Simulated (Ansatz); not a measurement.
# How Cd(0001) screens a field

Aim: image plane and induced charge of Cd(0001).

Program: Ansatz 0.2.0. Level of theory: plane-wave DFT, PBE, Ansatz PAW, in the first sound run; inputs show where later runs differ. Results are calculated unless marked as measured.

### 1. Set-up

The cell holds 6 atoms: 6 Cd. Cell: a = 2.980 Å, b = 2.980 Å, c = 32.051 Å, α = 90.0°, β = 90.0°, γ = 60.0°. Vacuum lies along c.

### 2. Single point, field 0

A sawtooth potential applies the field, turning back in the middle of the vacuum. With the dipole correction the typed value is the field outside the slab. The induced dipole is small, so the SCF threshold is tight.

input.yaml reads:

```yaml
crystal:
  lattice:
    - [2.98, 0.0, 0.0]
    - [1.49, 2.5807557033, 0.0]
    - [0.0, 0.0, 32.0507]
  atoms:
    - { symbol: Cd, position: [0.6666666667, 0.6666666667, 0.2808050994] }
    - { symbol: Cd, position: [0.0, 0.0, 0.3684830597] }
    - { symbol: Cd, position: [0.6666666667, 0.6666666667, 0.4561610199] }
    - { symbol: Cd, position: [0.0, 0.0, 0.5438389801] }
    - { symbol: Cd, position: [0.6666666667, 0.6666666667, 0.6315169403] }
    - { symbol: Cd, position: [0.0, 0.0, 0.7191949006] }
kpoints:
  mp_grid: { grid: [18, 18, 1] }
hamiltonian:
  xc: pbe
scf:
  occupations: { method: fermi_dirac, width: 0.1 }
  convergence: { dr2_threshold: 1.0e-10 }
efield:
  axis: 3
  dipole_correction: true
  ramp_position: 0.97
  ramp_width: 0.06
  amplitude: 0
output:
  forces: true
  write_potential: true
  write_density: true
  volumetric_format: npy
```

Run with:

```
> ansatz run input.yaml --threads 4 --pin off --max-ram 6144MiB --backend cpu --events-out ev --progress --plain --runs-dir out
```

Numbers of over 12 decimals in the logs are rounded to 6 here.

The program printed:

```text
Engine: ansatz 0.2.0, aarch64-unknown-linux-gnu
Pseudopotentials: kind: paw
Pseudopotential: Cd, paw, valence charge 20, recommended cutoff 420 eV (normal), Cd.paw.azcp
Functional definition: PBE
  parameter kappa = 0.804
  parameter beta = 0.066725
  exchange = pbe_x(kappa = kappa, mu = beta*pi^2/3)
  correlation = pbe_c(beta = beta)
Crystal: 6 atoms, lattice volume = 246.491 Å³
Basis set: ecut = 420 eV, 4715 PW (Γ), exchange–correlation on 40×40×432 points (8 copies of the dense FFT grid, shifted against one another)
Bands: 72, of which v1, the nominal top of the filled ones, is band 60 counted from 1 (59 counted from 0)
Symmetry: 6 space group operations
k-points: 37 of 324 (time reversal used)
Non-local potential: Cd, projectors of the file, l = 0: 3, l = 1: 2, l = 2: 2, l = 3: 1
PAW form: soft (Blöchl's): semilocal exchange-correlation on the pseudo side does not see the compensation charge
PAW one-centre angular grid: Cd, 590 points (default); XC on 64 Gauss nodes
Initial density: superposition of atomic densities (neutral atoms: chi_scale 0, normalization atom), corrected by the library's trained network
Initial wavefunctions: pseudopotential atomic-orbital guess
Functional: x = pbe(κ = 0.804, μ = 0.219515), c = pbe(β = 0.066725)
SCF iter   1: F=—  HF=-49526.518851 eV  |F-HF|=—  |Δ(HF+E_count)|=         —  Δρ=1.26e-3  dr2=5.14e-2  ethr=1.77e-3  p=0.000 e·Å  D=2.49e-13 V/Å  ΔV_dip=-0.00 eV  dr2_dipole=2.46e-9  V_vac-E_F(+/−)=3.90/3.90 eV  ⟨swp⟩=9.0  Hψ=10962  notcnv=0  defer=48
efield: sawtooth ramp at fractional position 0.9700 (set: `efield.ramp_position`, or a place that a band, a saddle search or an elastic batch's reference lends), width 0.0600; the density the first Hamiltonian is built on has a dipole p = 0.000 e·Å; the dipole correction subtracts the counter field D = 2.49e-13 V/Å, which shifts the + side's vacuum level by -0.00 eV against the − side's; the planar-averaged density in the ramp window peaks in size at 2.3e-5 e/Å³
preconditioner: auto → LDOS  [metal: Δε(μ)=0.028 eV  Ē_g=12.326 eV  σ=0.100 eV  W_gap=0.07  n_scr=24 (ndim 8)  ℏωp=20.1 eV  f_vac=0.457  D(μ)=1.13/eV (n_scr^D=8)  β→1.0]
SCF iter   2: F=—  HF=-49526.515395 eV  |F-HF|=—  |Δ(HF+E_count)|=   3.46e-3  Δρ=1.34e-3  dr2=1.45e-2  ethr=4.28e-5  p=0.000 e·Å  D=1.47e-5 V/Å  ΔV_dip=-0.00 eV  dr2_dipole=3.69e-9  V_vac-E_F(+/−)=3.87/3.87 eV  ⟨swp⟩=2.3  Hψ=4563  notcnv=0  defer=88
SCF iter   3: F=—  HF=-49526.513648 eV  |F-HF|=—  |Δ(HF+E_count)|=   1.75e-3  Δρ=4.01e-4  dr2=8.11e-4  ethr=1.21e-5  p=0.000 e·Å  D=7.41e-6 V/Å  ΔV_dip=-0.00 eV  dr2_dipole=3.37e-9  V_vac-E_F(+/−)=3.85/3.85 eV  ⟨swp⟩=2.0  Hψ=3840  notcnv=0  defer=88
SCF iter   4: F=—  HF=-49526.513526 eV  |F-HF|=—  |Δ(HF+E_count)|=   1.23e-4  Δρ=4.62e-5  dr2=1.77e-5  ethr=6.76e-7  p=0.000 e·Å  D=2.99e-6 V/Å  ΔV_dip=-0.00 eV  dr2_dipole=6.31e-11  V_vac-E_F(+/−)=3.85/3.85 eV  ⟨swp⟩=2.0  Hψ=3736  notcnv=0  defer=88
SCF iter   5: F=—  HF=-49526.513583 eV  |F-HF|=—  |Δ(HF+E_count)|=   5.73e-5  Δρ=3.16e-5  dr2=4.40e-6  ethr=1.47e-8  p=0.000 e·Å  D=7.53e-7 V/Å  ΔV_dip=-0.00 eV  dr2_dipole=4.02e-10  V_vac-E_F(+/−)=3.84/3.84 eV  ⟨swp⟩=2.1  Hψ=4019  notcnv=0  defer=88
SCF iter   6: F=—  HF=-49526.513793 eV  |F-HF|=—  |Δ(HF+E_count)|=   2.10e-4  Δρ=6.21e-6  dr2=1.73e-7  ethr=3.67e-9  p=-0.000 e·Å  D=-1.51e-8 V/Å  ΔV_dip=0.00 eV  dr2_dipole=5.86e-12  V_vac-E_F(+/−)=3.84/3.84 eV  ⟨swp⟩=2.0  Hψ=3906  notcnv=0  defer=86
SCF iter   7: F=—  HF=-49526.513793 eV  |F-HF|=—  |Δ(HF+E_count)|=   6.29e-8  Δρ=2.23e-6  dr2=3.22e-8  ethr=1.44e-10  p=-0.000 e·Å  D=-2.29e-9 V/Å  ΔV_dip=0.00 eV  dr2_dipole=1.37e-13  V_vac-E_F(+/−)=3.84/3.84 eV  ⟨swp⟩=2.0  Hψ=3926  notcnv=0  defer=86
SCF iter   8: F=—  HF=-49526.513793 eV  |F-HF|=—  |Δ(HF+E_count)|=   6.71e-9  Δρ=6.74e-7  dr2=1.67e-9  ethr=2.68e-11  p=-0.000 e·Å  D=-5.22e-9 V/Å  ΔV_dip=0.00 eV  dr2_dipole=1.56e-14  V_vac-E_F(+/−)=3.84/3.84 eV  ⟨swp⟩=2.0  Hψ=3853  notcnv=0  defer=86
SCF iter   9: F=—  HF=-49526.513793 eV  |F-HF|=—  |Δ(HF+E_count)|=   1.49e-9  Δρ=2.37e-7  dr2=1.63e-10  ethr=1.39e-12  p=-0.000 e·Å  D=-2.05e-8 V/Å  ΔV_dip=0.00 eV  dr2_dipole=4.87e-14  V_vac-E_F(+/−)=3.84/3.84 eV  ⟨swp⟩=2.0  Hψ=3911  notcnv=0  defer=86
SCF iter  10: F=-49526.513793 eV  HF=-49526.513793 eV  |F-HF|=1.89e-10  |Δ(HF+E_count)|=  1.75e-10  Δρ=7.15e-8  dr2=2.17e-11  ethr=1.00e-12  p=-0.000 e·Å  D=-6.58e-9 V/Å  ΔV_dip=0.00 eV  dr2_dipole=3.27e-16  V_vac-E_F(+/−)=3.84/3.84 eV  ⟨swp⟩=16.2  Hψ=15564  notcnv=0
SCF 1 converged in 10 iterations: F = -49526.513793 eV  dr2 = 2.17e-11
  greatest PAW one-centre occupation: 1.000 electrons in one spin orbital (limit 2), on the Cd atom at site 1 (counted from 0), in its partial waves of l = 0
WARN: The output density's exchange-correlation potential varies sharply where the density is thin. Do not read a vacuum level from v_tot or v_xc, or from such a field of the output density. On a cell that repeats whose density bears no net charge and no dipole along the vacuum's axis use v_es (v_loc + v_h of the components); under efield.dipole_correction with no amplitude use v_es + v_field, which holds any externa [...]
SCF converged after 10 iterations
Free energy (F): -49526.513793 eV
Harris-Foulkes:  -49526.513793 eV  (|F-HF|=1.89e-10)
Internal energy: -49526.472810 eV  (E = F + TS)
E sigma→0 (E₀):  -49526.493301 eV
Entropy (-TS):   -0.040984 eV (-6.831 meV/atom)
Fermi energy:    5.911419 eV
Dipole field:    D = 0.000000 V/Å  (p = 0.000000 e·Å, saw-weighted, corrected)
Work function:   Φ+ = 3.8432 eV   Φ− = 3.8432 eV
Levels:          The Fermi level and band energies are counted from a zero that moves with the ramp; work functions are not
--- Per-component energies (eV) ---
  E_band       = -3418.135604
  E_kinetic    = 3028.757768
  E_local      = -226133.398495  (includes V_loc(G=0)·N_el)
  E_nonlocal   = 191.745860
  E_hartree    = 112028.169817
  E_xc         = -1063.051626
  E_vxc        = -1333.401518  (∫ρ·V_xc dr)
  E_paw        = -24491.397279  (= ΣΔE_a)
  E_vpaw       = -3228.179828  (= ΣTr[D̂ρ^β])
  E_aug_tail   = 0.000086  (compensation charges beyond the density's cutoff)
  E_efield     = 0.000000  (sawtooth field / dipole correction)
  E_vefield    = 0.000000  (∫n·V_field dr)
  E_ewald      = 86912.701060
  E_smearing   = -0.040984  (= −TS)
  E_closure    = 0.000000  (closes the sum)
  Σ components = -49526.513793   (vs F -49526.513793, Δ=0.00e0)
--- Forces (eV/Å), atoms counted from 1 ---
  atom   1  Cd    -0.00000000    -0.00000000    -0.10162665
  atom   2  Cd     0.00000000     0.00000000     0.01088963
  atom   3  Cd     0.00000000    -0.00000000    -0.02468275
  atom   4  Cd    -0.00000000     0.00000000     0.02468274
  atom   5  Cd    -0.00000000    -0.00000000    -0.01088962
  atom   6  Cd     0.00000000     0.00000000     0.10162664
  max |Σ_I F_I| component: 1.19e-8 eV/Å
--- Band table (eV; the first three rows and the last of 37) ---
  k-point 0: bands = [... 56 lower, -1.6615, -0.6957, 0.5118, 1.9417, 3.5544, 5.3322, 7.1741, 8.7727, ... 8 higher]
  k-point 1: bands = [... 56 lower, -1.5730, -0.6120, 0.5895, 2.0033, 3.6620, 5.4156, 7.2494, 8.8426, ... 8 higher]
  k-point 2: bands = [... 56 lower, -1.3267, -0.3714, 0.8165, 2.1879, 3.9765, 5.6644, 7.4739, 9.0514, ... 8 higher]
  k-point 36: bands = [... 56 lower, 6.3993, 6.3993, 6.4508, 6.8801, 7.0063, 7.0063, 7.5146, 7.8678, ... 8 higher]
```

The job ended after 17 s (4 threads of Arm Neoverse V2, shared host; peak memory 0.87 GiB; 66 s of CPU time).

The column dr2 measures how far the density is from self-consistency, as an energy; F and HF (Harris–Foulkes) agree once it is small.

This step gave:

```
energy at zero smearing   : -49526.4933 eV
work function, upper face : 3.843 eV
dipole along the normal   : 2.09e-8 e·Å
```

Running mean over 2.81 Å of the planar mean; the ramp of the sawtooth is left out. Electron's electrostatic potential energy less the Fermi level against z:

```tsv
z (Å)	electron's electrostatic potential energy less the Fermi level (eV)
3.5	3.84
4.0	3.84
4.5	3.84
5.0	3.83
5.5	3.80
6.0	3.71
6.5	3.39
7.0	2.26
7.5	-0.0141
8.0	-2.53
8.5	-4.12
9.0	-4.62
9.5	-4.73
10.0	-4.77
10.5	-4.80
11.0	-4.82
11.5	-4.82
12.0	-4.82
12.5	-4.83
13.0	-4.84
13.5	-4.84
14.0	-4.84
14.5	-4.84
15.0	-4.85
15.5	-4.85
16.0	-4.85
16.5	-4.85
17.0	-4.85
17.5	-4.85
18.0	-4.84
18.5	-4.84
19.0	-4.84
19.5	-4.83
20.0	-4.82
20.5	-4.82
21.0	-4.82
21.5	-4.80
22.0	-4.77
22.5	-4.74
23.0	-4.64
23.5	-4.21
24.0	-2.74
24.5	-0.279
25.0	2.07
25.5	3.33
26.0	3.69
26.5	3.80
27.0	3.83
27.5	3.84
28.0	3.84
28.5	3.84
```

Force by atom:

```tsv
atom	x (eV/Å)	y (eV/Å)	z (eV/Å)	size
Cd1	0.000	0.000	-0.102	0.102
Cd2	0.000	0.000	0.011	0.011
Cd3	0.000	0.000	-0.025	0.025
Cd4	0.000	0.000	0.025	0.025
Cd5	0.000	0.000	-0.011	0.011
Cd6	0.000	0.000	0.102	0.102
```

The work function of the upper face is 3.84 eV.

### 3. Single point, field 0.05 V/Å

Edit input.yaml of step 2 so:

```diff
@@ -24,3 +24,3 @@
   ramp_width: 0.06
-  amplitude: 0
+  amplitude: 0.05
 output:
```

The program printed:

```text
[...]
Crystal: 6 atoms, lattice volume = 246.491 Å³
Basis set: ecut = 420 eV, 4715 PW (Γ), exchange–correlation on 40×40×432 points (8 copies of the dense FFT grid, shifted against one another)
Bands: 72, of which v1, the nominal top of the filled ones, is band 60 counted from 1 (59 counted from 0)
Symmetry: 6 space group operations
k-points: 37 of 324 (time reversal used)
[...]
k-point 0: bands = [... 56 lower, -1.6617, -0.6958, 0.5116, 1.9415, 3.5542, 5.3320, 7.1736, 8.7654, ... 8 higher]
  k-point 1: bands = [... 56 lower, -1.5731, -0.6122, 0.5894, 2.0031, 3.6618, 5.4154, 7.2489, 8.8353, ... 8 higher]
  k-point 2: bands = [... 56 lower, -1.3269, -0.3716, 0.8163, 2.1877, 3.9763, 5.6642, 7.4733, 9.0442, ... 8 higher]
  k-point 36: bands = [... 56 lower, 6.3989, 6.3993, 6.4506, 6.8799, 7.0054, 7.0068, 7.5144, 7.8667, ... 8 higher]
[key lines of the parts left out:]
SCF converged after 11 iterations
Free energy (F): -49526.514719 eV
Fermi energy:    5.911224 eV
Dipole field:    D = 0.027175 V/Å  (p = 0.037018 e·Å, saw-weighted, corrected)
```

Wall time 19 s (4 threads); peak memory 0.86 GiB.

The dipole is 0.0370 e·Å.

### 4. Atoms held, field -0.05 V/Å

Edit input.yaml of step 3 so:

```diff
@@ -24,3 +24,3 @@
   ramp_width: 0.06
-  amplitude: 0.05
+  amplitude: -0.05
 output:
```

The program printed:

```text
[...]
Crystal: 6 atoms, lattice volume = 246.491 Å³
Basis set: ecut = 420 eV, 4715 PW (Γ), exchange–correlation on 40×40×432 points (8 copies of the dense FFT grid, shifted against one another)
Bands: 72, of which v1, the nominal top of the filled ones, is band 60 counted from 1 (59 counted from 0)
Symmetry: 6 space group operations
k-points: 37 of 324 (time reversal used)
[...]
k-point 0: bands = [... 56 lower, -1.6617, -0.6958, 0.5116, 1.9415, 3.5542, 5.3320, 7.1736, 8.7654, ... 8 higher]
  k-point 1: bands = [... 56 lower, -1.5731, -0.6122, 0.5894, 2.0031, 3.6618, 5.4154, 7.2489, 8.8353, ... 8 higher]
  k-point 2: bands = [... 56 lower, -1.3269, -0.3716, 0.8163, 2.1877, 3.9763, 5.6642, 7.4733, 9.0442, ... 8 higher]
  k-point 36: bands = [... 56 lower, 6.3989, 6.3993, 6.4506, 6.8799, 7.0054, 7.0068, 7.5144, 7.8667, ... 8 higher]
[key lines of the parts left out:]
SCF converged after 11 iterations
Free energy (F): -49526.514719 eV
Fermi energy:    5.911224 eV
Dipole field:    D = -0.027175 V/Å  (p = -0.037018 e·Å, saw-weighted, corrected)
```

Run time: 19 s. Hardware: 4 threads; peak memory 0.85 GiB; 73 s of CPU time.

The dipole is -0.0370 e·Å.

### 5. Atoms held, field 0.1 V/Å

Edit input.yaml of step 4 so:

```diff
@@ -24,3 +24,3 @@
   ramp_width: 0.06
-  amplitude: -0.05
+  amplitude: 0.1
 output:
```

The program printed:

```text
[...]
Crystal: 6 atoms, lattice volume = 246.491 Å³
Basis set: ecut = 420 eV, 4715 PW (Γ), exchange–correlation on 40×40×432 points (8 copies of the dense FFT grid, shifted against one another)
Bands: 72, of which v1, the nominal top of the filled ones, is band 60 counted from 1 (59 counted from 0)
Symmetry: 6 space group operations
k-points: 37 of 324 (time reversal used)
[...]
k-point 0: bands = [... 56 lower, -1.6622, -0.6964, 0.5111, 1.9410, 3.5536, 5.3313, 7.1721, 8.7424, ... 8 higher]
  k-point 1: bands = [... 56 lower, -1.5737, -0.6127, 0.5888, 2.0026, 3.6612, 5.4148, 7.2474, 8.8124, ... 8 higher]
  k-point 2: bands = [... 56 lower, -1.3274, -0.3721, 0.8158, 2.1872, 3.9757, 5.6635, 7.4718, 9.0214, ... 8 higher]
  k-point 36: bands = [... 56 lower, 6.3982, 6.3989, 6.4500, 6.8794, 7.0042, 7.0069, 7.5139, 7.8652, ... 8 higher]
[key lines of the parts left out:]
SCF converged after 11 iterations
Free energy (F): -49526.517495 eV
Fermi energy:    5.910639 eV
Dipole field:    D = 0.054354 V/Å  (p = 0.074040 e·Å, saw-weighted, corrected)
```

It took 19 s on 4 threads; peak memory 0.86 GiB.

The dipole is 0.0740 e·Å.

### 6. Atoms held, field -0.1 V/Å

Edit input.yaml of step 5 so:

```diff
@@ -24,3 +24,3 @@
   ramp_width: 0.06
-  amplitude: 0.1
+  amplitude: -0.1
 output:
```

The program printed:

```text
[...]
Crystal: 6 atoms, lattice volume = 246.491 Å³
Basis set: ecut = 420 eV, 4715 PW (Γ), exchange–correlation on 40×40×432 points (8 copies of the dense FFT grid, shifted against one another)
Bands: 72, of which v1, the nominal top of the filled ones, is band 60 counted from 1 (59 counted from 0)
Symmetry: 6 space group operations
k-points: 37 of 324 (time reversal used)
[...]
k-point 0: bands = [... 56 lower, -1.6622, -0.6964, 0.5111, 1.9410, 3.5536, 5.3313, 7.1721, 8.7424, ... 8 higher]
  k-point 1: bands = [... 56 lower, -1.5737, -0.6127, 0.5888, 2.0026, 3.6612, 5.4148, 7.2474, 8.8124, ... 8 higher]
  k-point 2: bands = [... 56 lower, -1.3274, -0.3721, 0.8158, 2.1872, 3.9757, 5.6635, 7.4718, 9.0214, ... 8 higher]
  k-point 36: bands = [... 56 lower, 6.3982, 6.3989, 6.4500, 6.8794, 7.0042, 7.0069, 7.5139, 7.8652, ... 8 higher]
[key lines of the parts left out:]
SCF converged after 11 iterations
Free energy (F): -49526.517495 eV
Fermi energy:    5.910639 eV
Dipole field:    D = -0.054354 V/Å  (p = -0.074041 e·Å, saw-weighted, corrected)
```

It took 19 s on 4 threads; peak memory 0.85 GiB; 74 s of CPU time.

The dipole is -0.0740 e·Å.

### 7. Atoms held, field 0.2 V/Å

Edit input.yaml of step 6 so:

```diff
@@ -24,3 +24,3 @@
   ramp_width: 0.06
-  amplitude: -0.1
+  amplitude: 0.2
 output:
```

The program printed:

```text
[...]
Crystal: 6 atoms, lattice volume = 246.491 Å³
Basis set: ecut = 420 eV, 4715 PW (Γ), exchange–correlation on 40×40×432 points (8 copies of the dense FFT grid, shifted against one another)
Bands: 72, of which v1, the nominal top of the filled ones, is band 60 counted from 1 (59 counted from 0)
Symmetry: 6 space group operations
k-points: 37 of 324 (time reversal used)
[...]
k-point 0: bands = [... 56 lower, -1.6644, -0.6985, 0.5090, 1.9388, 3.5514, 5.3287, 7.1658, 8.6358, ... 8 higher]
  k-point 1: bands = [... 56 lower, -1.5759, -0.6149, 0.5867, 2.0004, 3.6590, 5.4121, 7.2410, 8.7060, ... 8 higher]
  k-point 2: bands = [... 56 lower, -1.3296, -0.3742, 0.8137, 2.1851, 3.9735, 5.6609, 7.4653, 8.9158, ... 8 higher]
  k-point 36: bands = [... 56 lower, 6.3956, 6.3970, 6.4478, 6.8771, 7.0006, 7.0061, 7.5117, 7.8611, ... 8 higher]
[key lines of the parts left out:]
SCF converged after 11 iterations
Free energy (F): -49526.528602 eV
Fermi energy:    5.908280 eV
Dipole field:    D = 0.108733 V/Å  (p = 0.148116 e·Å, saw-weighted, corrected)
```

Run time: 19 s. Hardware: 4 threads; peak memory 0.85 GiB; 75 s of CPU time.

The dipole is 0.148 e·Å.

### 8. Single point, field -0.2 V/Å

Edit input.yaml of step 7 so:

```diff
@@ -24,3 +24,3 @@
   ramp_width: 0.06
-  amplitude: 0.2
+  amplitude: -0.2
 output:
```

The program printed:

```text
[...]
Crystal: 6 atoms, lattice volume = 246.491 Å³
Basis set: ecut = 420 eV, 4715 PW (Γ), exchange–correlation on 40×40×432 points (8 copies of the dense FFT grid, shifted against one another)
Bands: 72, of which v1, the nominal top of the filled ones, is band 60 counted from 1 (59 counted from 0)
Symmetry: 6 space group operations
k-points: 37 of 324 (time reversal used)
[...]
k-point 0: bands = [... 56 lower, -1.6644, -0.6985, 0.5090, 1.9388, 3.5514, 5.3287, 7.1658, 8.6358, ... 8 higher]
  k-point 1: bands = [... 56 lower, -1.5759, -0.6149, 0.5867, 2.0004, 3.6590, 5.4121, 7.2410, 8.7060, ... 8 higher]
  k-point 2: bands = [... 56 lower, -1.3296, -0.3742, 0.8137, 2.1851, 3.9735, 5.6609, 7.4653, 8.9158, ... 8 higher]
  k-point 36: bands = [... 56 lower, 6.3956, 6.3970, 6.4478, 6.8771, 7.0006, 7.0061, 7.5117, 7.8611, ... 8 higher]
[key lines of the parts left out:]
SCF converged after 11 iterations
Free energy (F): -49526.528602 eV
Fermi energy:    5.908280 eV
Dipole field:    D = -0.108733 V/Å  (p = -0.148116 e·Å, saw-weighted, corrected)
```

Elapsed: 19 s, on 4 threads; peak memory 0.85 GiB.

The dipole is -0.148 e·Å.

### 9. Single point, field 0.4 V/Å

Edit input.yaml of step 8 so:

```diff
@@ -24,3 +24,3 @@
   ramp_width: 0.06
-  amplitude: -0.2
+  amplitude: 0.4
 output:
@@ -30 +30,2 @@
   volumetric_format: npy
+  elf: true
```

The program printed:

```text
[...]
Crystal: 6 atoms, lattice volume = 246.491 Å³
Basis set: ecut = 420 eV, 4715 PW (Γ), exchange–correlation on 40×40×432 points (8 copies of the dense FFT grid, shifted against one another)
Bands: 72, of which v1, the nominal top of the filled ones, is band 60 counted from 1 (59 counted from 0)
Symmetry: 6 space group operations
k-points: 37 of 324 (time reversal used)
[...]
k-point 0: bands = [... 56 lower, -1.6735, -0.7074, 0.5002, 1.9300, 3.5424, 5.3179, 7.1364, 8.1457, ... 8 higher]
  k-point 1: bands = [... 56 lower, -1.5849, -0.6238, 0.5779, 1.9916, 3.6499, 5.4013, 7.2113, 8.2163, ... 8 higher]
  k-point 2: bands = [... 56 lower, -1.3386, -0.3831, 0.8049, 2.1763, 3.9642, 5.6498, 7.4347, 8.4280, ... 8 higher]
  k-point 36: bands = [... 56 lower, 6.3857, 6.3884, 6.4383, 6.8679, 6.9888, 6.9997, 7.5026, 7.8482, ... 8 higher]
[key lines of the parts left out:]
SCF converged after 11 iterations
Free energy (F): -49526.573059 eV
Fermi energy:    5.898510 eV
Dipole field:    D = 0.217688 V/Å  (p = 0.296534 e·Å, saw-weighted, corrected)
```

Wall time 20 s (4 threads); peak memory 0.85 GiB.

Running mean over 2.81 Å of the planar mean, with the applied field; the ramp of the sawtooth is left out. Electron's electrostatic potential energy less the Fermi level against z:

z (Å), electron's electrostatic potential energy less the Fermi level (eV) and a bar from the least value:
```
        4       2.55 ######################
        5       2.93 #######################
        6       3.18 ########################
        7       2.02 #####################
        8      -2.59 #######
        9      -4.63 #
       10      -4.78 
       11      -4.82 
       12      -4.83 
       13      -4.84 
       14      -4.84 
       15      -4.85 
       16      -4.85 
       17      -4.85 
       18      -4.84 
       19      -4.83 
       20      -4.82 
       21      -4.81 
       22      -4.76 
       23      -4.63 #
       24      -2.66 #######
       25       2.32 #####################
       26       4.25 ###########################
       27       4.77 #############################
       28       5.17 ##############################
```

The dipole is 0.297 e·Å.

(Part 1 of 2 ends here.)

[Logs are printed without paths, hosts, clocks, repeated set-up lines and the standing remarks that a program may print on its own settings, such as how far it seeks lower states.]

[Hosts, paths, dates, database ids (printed as entryN), source tags and the programs' standing remarks are cut or masked in the printed files.]

[Maps of the electrostatic potential energy from Ansatz leave out the sawtooth potential of an applied field or a dipole correction, so their vacuum need not be flat; planar profiles and work functions include it.]
